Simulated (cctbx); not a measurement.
## Lattice, Laue class and space group of a new crystal

Cell: a = 3.3980 Å, b = 3.3980 Å, c = 6.2660 Å, α = 90.00°, β = 90.00°, γ = 90.00°. Expected content of the cell: Pb2 Mn1.

The data are simulated with cctbx, not measured: Mo Kα, λ = 0.71073 Å, to d = 0.65 Å, 80 % of the full sphere, strongest reflection 40000 counts, noise from counting, a 2 % proportional error and a noise floor of 2 counts (s.d.); no absorption, some extinction.

A first pass over the reflections prints:

```text
874 reflections to d = 0.652 A
centring   violations  <I/sigma> of those
    A        429 of   430     35.2
    B        428 of   429     35.6
    C        427 of   427     36.5
    I        445 of   446     34.0
    R        595 of   596     35.2
    F        642 of   643     35.8
Laue class    unique    Rint  (classes that these axes allow; Friedel mates merged)
P -1              521   0.013
P 1 2/m 1         310   0.014
P 1 1 2/m         296   0.015
P 2/m 1 1         308   0.015
P m m m           190   0.016
P 4/m             153   0.016
P 4/m m m         112   0.017
space group    extra absences  I>4sigma  <I/sigma>
P 4 2 2                 0          0         -  acentric
P 4 m m                 0          0         -  acentric
P -4 2 m                0          0         -  acentric
P -4 m 2                0          0         -  acentric
P 4/m m m               0          0         -  centric
Wilson B = 0.51 A^2   <|E^2-1|> = 0.580 (0.968 centric, 0.736 acentric)   E^2>4: 0.0 %
shell (A)         n   <I/sigma>
 6.27 - 1.30     21     86.3
 1.30 - 1.03     16     83.5
 1.03 - 0.90     11    105.1
 0.90 - 0.82     13     93.1
 0.82 - 0.76     16     86.9
 0.76 - 0.72     10     95.3
 0.72 - 0.68     12     97.6
 0.68 - 0.65     13     75.2
```

Q: Read the symmetry from these tables.

Every centring test has many violations, so the lattice is primitive.

Rint stays low (0.013 to 0.017) up to P 4/m m m, the highest class in these axes.

5 settings pass the absence test. No glide or screw absences show, which leaves P 4 2 2, P 4 m m, P -4 2 m, P -4 m 2 and P 4/m m m.

⟨|E²−1|⟩ = 0.580 leans to a non-centrosymmetric structure, or to twinning, which lowers it. Here that hint misleads: the statistic assumes many like atoms on general positions, and few, heavy or special-position atoms break it. The Wilson B of 0.51 Å² means U ≈ 0.0065 Å².

The true group is P4/mmm (no. 123), Laue class 4/mmm, centrosymmetric. The tables only narrow the choice to the tied entries; cell content, site symmetry and trial solutions must settle it.

The model is made up (kin elements in a known structure type, no relaxation), so it says nothing on whether the phase exists.

[Logs are printed without paths, hosts, clocks, repeated set-up lines and the standing remarks that a program may print on its own settings, such as how far it seeks lower states.]
